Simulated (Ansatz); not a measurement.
## CdInCl3 (model cell, started as cubic perovskite with Cd in the octahedra): a soft mode frozen in

Wanted: the energy along a soft mode of CdInCl3 (model cell, started as cubic perovskite with Cd in the octahedra) and the structure at the end.

Main program and level: Ansatz 0.2.0; DFT PBEsol, scalar-relativistic, plane waves, PAW; PAW set soft_1.

Report form: the programs' logs are mostly left out.

The structure was built from a prototype and need not be the compound's stable phase.

## Step 1: The structure

It takes space group Pm-3m (No. 221, cubic). The conventional cell has a = 5.124 Å, b = 5.124 Å, c = 5.124 Å, α = 90.00°, β = 90.00°, γ = 90.00°. In has 12 Cl at 3.62 Å nearest. Cd has 6 Cl at 2.56 Å nearest. Nearest to Cl lie 2 Cd at 2.56 Å. Farther neighbours and most contacts between anions are not listed.

## Step 2: Phonons on a q mesh

The cell comes from relaxations at this level that are not shown. Stability and thermal properties need the whole zone. Linear response on a 2×2×2 q mesh gives force constants as far as a supercell of that size would, and the tensors from the zone-centre run are typed in so that the long-range dipole term is interpolated apart.

File input.yaml:

```yaml
crystal:
  lattice:
    - [5.1238010624, 0.0, 0.0]
    - [0.0, 5.1238010624, 0.0]
    - [0.0, 0.0, 5.1238010624]
  atoms:
    - { symbol: In, position: [0.0, 0.0, 0.0] }
    - { symbol: Cd, position: [0.5, 0.5, 0.5] }
    - { symbol: Cl, position: [0.5, 0.5, 0.0] }
    - { symbol: Cl, position: [0.5, 0.0, 0.5] }
    - { symbol: Cl, position: [0.0, 0.5, 0.5] }
kpoints:
  mp_grid: { grid: [6, 6, 6] }
hamiltonian:
  xc: pbesol
  pseudopotentials: { kind: paw, azcp: { folder: soft_1 }, xc_functional: pbe }
scf:
  occupations: { method: fixed }
output:
  eigenvalues: true
phonons:
  method: dfpt
  qmesh: [2, 2, 2]
  temperatures: { t_max: 1000, t_step: 50 }
  qpath:
    path:
      - [[0.0, 0.0, 0.0], [0.0, 0.5, 0.0], [0.5, 0.5, 0.0], [0.0, 0.0, 0.0], [0.5, 0.5, 0.5], [0.0, 0.5, 0.0]]
      - [[0.5, 0.5, 0.5], [0.5, 0.5, 0.0]]
    npoints: 10
  non_analytic_term:
    high_frequency_dielectric_tensor: [[4.407, 0.0, 0.0], [0.0, 4.407, 0.0], [0.0, 0.0, 4.407]]
    born_effective_charges:
      - { species: In, tensor: [[1.9655, 0.0, 0.0], [0.0, 1.9655, 0.0], [0.0, 0.0, 1.9655]] }
      - { species: Cd, tensor: [[2.6902, 0.0, 0.0], [0.0, 2.6902, 0.0], [0.0, 0.0, 2.6902]] }
      - { species: Cl, tensor: [[-1.2486, 0.0, 0.0], [0.0, -1.2486, 0.0], [0.0, 0.0, -2.1585]] }
      - { species: Cl, tensor: [[-1.2486, 0.0, 0.0], [0.0, -2.1585, 0.0], [0.0, 0.0, -1.2486]] }
      - { species: Cl, tensor: [[-2.1585, 0.0, 0.0], [0.0, -1.2486, 0.0], [0.0, 0.0, -1.2486]] }
    source: "zone-centre run at this cell"
```

The run is started by

```sh
$ ansatz run input.yaml --threads 4 --pin off --max-ram 16384MiB --backend cpu --events-out ev --progress --plain --runs-dir out
```

The job ended after 2.2 min (4 threads of Arm Neoverse V2, shared host; peak memory 1.1 GiB).

Numbers from this step:

- gap on the k-mesh: 1.788 eV
- volume per atom: 26.90 Å³
- sum-rule residual before enforcement: 3.16e-5 eV/Å²
- lowest frequency on the path: -71.70 cm⁻¹
- point group: m-3m
- highest frequency on the path or at a solved wavevector: 312.9 cm⁻¹
- highest optical mode at the zone centre (no LO-TO term): 265.2 cm⁻¹
- lowest optical zone-centre mode: -56.45 cm⁻¹
- lowest mode on the q mesh (acoustic modes at Γ apart): -71.7 cm⁻¹

Frequencies (cm⁻¹) solved at each irreducible wavevector; negative means imaginary. Frequencies by wavevector, by row:

```
q in reciprocal lattice units  star  mode 1  mode 2  mode 3  mode 4  mode 13  mode 14  mode 15
                        0 0 0     1   -56.5   -56.5   -56.5       0    265.2    265.2    265.2
                     0 0 -0.5     3   -41.2   -41.2    22.4    22.4    265.2    265.5    265.5
                  0 -0.5 -0.5     3   -71.7   -46.8   -46.8     -28      169    265.8    293.8
               -0.5 -0.5 -0.5     1   -71.4   -71.4   -71.4   -42.9    168.3    168.3    312.9
```

Interpolated from a 2×2×2 q mesh, with the LO-TO term (at Γ the limit along the path; where Γ stands inside the path, tables give the limit on arrival). The phonon branches at the labelled points (cm⁻¹):

```
    point  branch 1  branch 2  branch 3  branch 4  branch 12  branch 13  branch 14  branch 15
        Γ       -56       -56         0         0        106        265        265        290
  halfway       -50       -50        19        19        113        265        265        280
        X       -41       -41        22        22        140        265        266        266
  halfway       -59       -36       -35       -34        139        210        266        292
        M       -72       -47       -47       -28        138        169        266        294
  halfway       -57       -43       -27       -19        116        232        266        294
        Γ       -56       -56         0         0        106        265        265        290
  halfway       -53       -53       -40       -22        116        230        230        307
        R       -71       -71       -71       -43        139        168        168        313
  halfway       -57       -56       -40       -37        139        201        230        308
        X       -41       -41        22        22        140        265        266        266
jump to R       -71       -71       -71       -43        139        168        168        313
  halfway       -72       -55       -55       -35        138        169        217        310
        M       -72       -47       -47       -28        138        169        266        294
```

Symmetry leaves 4 wavevectors to solve. The lowest mode among them, the acoustic zeros apart, lies at q = (0, -0.5, -0.5) and is imaginary, 71.7i cm⁻¹, so the energy falls along it.

## Step 3: The mode frozen in, largest atomic shift 0 Å

The mode followed lies at q = (-0.5, -0.5, -0.5) with frequency 71.4i cm⁻¹ and is 3-fold degenerate, one of the unstable modes though not the softest. At small amplitude the distorted cell has space group no. 140 by a symmetry search on the positions. The undistorted cell that holds it gives the zero of energy on the same k mesh.

System of this step: CdInCl3 (model cell, started as cubic perovskite with Cd in the octahedra). Symmetry: Pm-3m, No. 221, cubic system. Conventional cell: a = 5.124 Å, b = 5.124 Å, c = 5.124 Å, α = 90.00°, β = 90.00°, γ = 90.00°. Nearest to In lie 12 Cl at 3.62 Å. Nearest to Cd lie 6 Cl at 2.56 Å. Nearest to Cl lie 2 Cd at 2.56 Å. Farther neighbours and most contacts between anions are not listed.

File input.yaml:

```yaml
crystal:
  lattice:
    - [5.1238010624, 5.1238010624, 0.0]
    - [5.1238010624, 0.0, 5.1238010624]
    - [5.1238010624, 0.0, -5.1238010624]
  atoms:
    - { symbol: In, position: [0.0, 0.0, 0.0] }
    - { symbol: In, position: [0.0, 0.5, 0.5] }
    - { symbol: Cd, position: [0.5, 0.25, 0.75] }
    - { symbol: Cd, position: [0.5, 0.75, 0.25] }
    - { symbol: Cl, position: [0.5, 0.5, 0.5] }
    - { symbol: Cl, position: [0.5, 0.0, 0.0] }
    - { symbol: Cl, position: [0.0, 0.0, 0.5] }
    - { symbol: Cl, position: [0.0, 0.5, 0.0] }
    - { symbol: Cl, position: [0.5, 0.5, 0.0] }
    - { symbol: Cl, position: [0.5, 0.0, 0.5] }
kpoints:
  mp_grid: { grid: [6, 6, 6] }
hamiltonian:
  xc: pbesol
  pseudopotentials: { kind: paw, azcp: { folder: soft_1 }, xc_functional: pbe }
scf:
  occupations: { method: gaussian, width: 0.02 }
output:
  forces: true
  stress: true
  eigenvalues: true
```

Elapsed: 3.7 s, on 4 threads; peak memory 0.79 GiB.

Numbers from this step:

- pressure: -0.002865 GPa
- energy from the undistorted cell: 0 meV/atom

At this level the gap is 1.79 eV on the k-mesh of the self-consistent run, which can miss the band edges.

## Step 4: The mode frozen in, largest atomic shift 0.6 Å

The atoms are moved along the unstable eigenvector, the largest shift by 0.6 Å, with the cell fixed.

input.yaml, the sections that differ from step 3:

```yaml
crystal:
  lattice:
    - [5.1238010624, 5.1238010624, 0.0]
    - [5.1238010624, 0.0, 5.1238010624]
    - [5.1238010624, 0.0, -5.1238010624]
  atoms:
    - { symbol: In, position: [0.0, 0.0, 0.0] }
    - { symbol: In, position: [0.0, 0.5, 0.5] }
    - { symbol: Cd, position: [0.5, 0.25, 0.75] }
    - { symbol: Cd, position: [0.5, 0.75, 0.25] }
    - { symbol: Cl, position: [0.5, 0.5585502826, 0.5585502826] }
    - { symbol: Cl, position: [0.5, -0.0585502826, -0.0585502826] }
    - { symbol: Cl, position: [0.0, 0.0, 0.5] }
    - { symbol: Cl, position: [0.0, 0.5, 0.0] }
    - { symbol: Cl, position: [0.5, 0.4414497174, 0.0585502826] }
    - { symbol: Cl, position: [0.5, 0.0585502826, 0.4414497174] }
# kpoints, hamiltonian, scf, output: as in step 3
```

The job ended after 6.3 s (4 threads; peak memory 0.9 GiB).

Numbers from this step:

```yaml
pressure: -0.6803 GPa
gap_on_the_k_mesh: 1.587 eV
energy_from_the_undistorted_cell: -22.72 meV/atom
```

The energy, extrapolated to zero smearing, is -22.72 meV/atom against the undistorted cell.

The run ends at a pressure of -0.68 GPa, with forces up to 0.0075 eV/Å.

## Step 5: Energy along the mode, all amplitudes (two of the runs are shown above)

An imaginary frequency means negative curvature, so the energy should fall and then rise again as anharmonic terms take over.

Numbers from this step:

- depth at the lowest point sampled: 22.72 meV/atom
- largest atomic shift at that point: 0.6 Å

The energy from the parent by largest atomic shift:

```
largest atomic shift (Å)  energy from the parent (meV/atom)
                   0.000                                  0
                   0.040                             -0.212
                   0.080                             -0.841
                   0.140                              -2.52
                   0.220                              -5.91
                   0.320                              -11.3
                   0.450                              -18.4
                   0.600                              -22.7
```

Displacement at unit largest shift by atom:

```
atom  x (Å)  y (Å)  z (Å)  size
 In1   0.00   0.00   0.00  0.00
 In2   0.00   0.00   0.00  0.00
 Cd3   0.00   0.00   0.00  0.00
 Cd4   0.00   0.00   0.00  0.00
 Cl5   1.00   0.00   0.00  1.00
 Cl6  -1.00   0.00   0.00  1.00
 Cl7   0.00   0.00   0.00  0.00
 Cl8   0.00   0.00   0.00  0.00
 Cl9   0.00   0.00  -1.00  1.00
Cl10   0.00   0.00   1.00  1.00
```

The lowest of the steps tried is the last one, at 0.6 Å, 22.7 meV/atom below the parent; the bottom of the well need not coincide with a step.

## Step 6: Relaxing from the distorted cell

Starting from the lowest point found, all atoms and the cell are let go, so that strain and other modes of the same symmetry can join in.

Edit input.yaml of step 4 so:

```diff
@@ -22,3 +22,3 @@
 scf:
-  occupations: { method: gaussian, width: 0.02 }
+  occupations: { method: fixed }
 output:
@@ -27 +27,6 @@
   eigenvalues: true
+relax:
+  adjacent_minimum: "off"
+  f_tol: 0.002
+  max_steps: 120
+  cell: { stress_tol: 0.03 }
```

It took 43 s on 4 threads; peak memory 0.94 GiB.

The steps of the relaxation:

```
step  energy less that of the first step (eV)  largest force component (eV/Å)  pressure (GPa)  volume (Å³)
   1                                   0.0000                          0.0075           -0.68       269.03
   2                                  -0.0396                          0.0197           -0.10       263.91
   3                                  -0.0653                          0.0007            0.10       260.82
   4                                  -0.0654                          0.0020           -0.01       261.60
   5                                  -0.0654                          0.0006            0.00       261.53
  6*                                  -0.0648                          0.0006            0.00       261.53
```

Relaxation steps marked * repeat the geometry before them on a plane-wave basis chosen anew for their cell, so energy and pressure can jump there.

The run keeps the 16 symmetry operations that it works with, so distortions that break them were not tested.

```
conventional cell, symmetrised  before   after  change
                         a (Å)   7.246   7.049  -2.7 %
                         b (Å)   7.246   7.049  -2.7 %
                         c (Å)  10.248  10.526  +2.7 %
              volume (Å³/atom)   26.90   26.15  -2.8 %
```

The atoms that moved most (Å, as changes of fractional coordinates times the final cell):

```
atom      dx     dy      dz  length
 Cl6  -0.089  0.000   0.000   0.089
 Cl9   0.000  0.000  -0.089   0.089
Cl10   0.000  0.000   0.089   0.089
 Cl5   0.089  0.000   0.000   0.089
```

This step gave:

- pressure: -0.001119 GPa
- gap on the k-mesh: 1.629 eV
- volume per atom: 26.15 Å³

The distorted start has space group I4/mcm; the relaxation ends in I4/mcm.

## Step 7: The new phase in its own primitive cell

The relaxed structure is symmetrised, reduced to its primitive cell and relaxed tightly, as its phonons need.

input.yaml, the sections that differ from step 6:

```yaml
crystal:
  lattice:
    - [-3.5245954568, 3.5245954568, 5.2630793726]
    - [3.5245954568, -3.5245954568, 5.2630793726]
    - [3.5245954568, 3.5245954568, -5.2630793726]
  atoms:
    - { symbol: In, position: [0.75, 0.25, 0.5] }
    - { symbol: In, position: [0.25, 0.75, 0.5] }
    - { symbol: Cd, position: [0.0, 0.0, 0.0] }
    - { symbol: Cd, position: [0.5, 0.5, 0.0] }
    - { symbol: Cl, position: [0.1824851708, 0.6824851708, 0.8649703416] }
    - { symbol: Cl, position: [0.8175148292, 0.3175148292, 0.1350296584] }
    - { symbol: Cl, position: [0.25, 0.25, 0.0] }
    - { symbol: Cl, position: [0.75, 0.75, 0.0] }
    - { symbol: Cl, position: [0.6824851708, 0.8175148292, 0.5] }
    - { symbol: Cl, position: [0.3175148292, 0.1824851708, 0.5] }
relax:
  adjacent_minimum: "off"
  f_tol: 0.001
  max_steps: 60
  cell: { stress_tol: 0.01 }
# kpoints, hamiltonian, scf, output: as in step 6
```

Run time: 17 s. Hardware: 4 threads; peak memory 0.91 GiB.

Little changed from the start: no atom moved by 0.005 Å and no cell edge by 0.1 %.

This step gave:

- direct gap on mesh: 2.165 eV

The largest force component left is 0.45 meV/Å and the pressure is -0.001 GPa, within the tolerances set. The cell now holds 26.15 Å³/atom.

[end of part 1 of 2]

[Logs are printed without paths, hosts, clocks, repeated set-up lines and the standing remarks that a program may print on its own settings, such as how far it seeks lower states.]

[Hosts, paths, dates, database ids (printed as entryN), source tags and the programs' standing remarks are cut or masked in the printed files.]
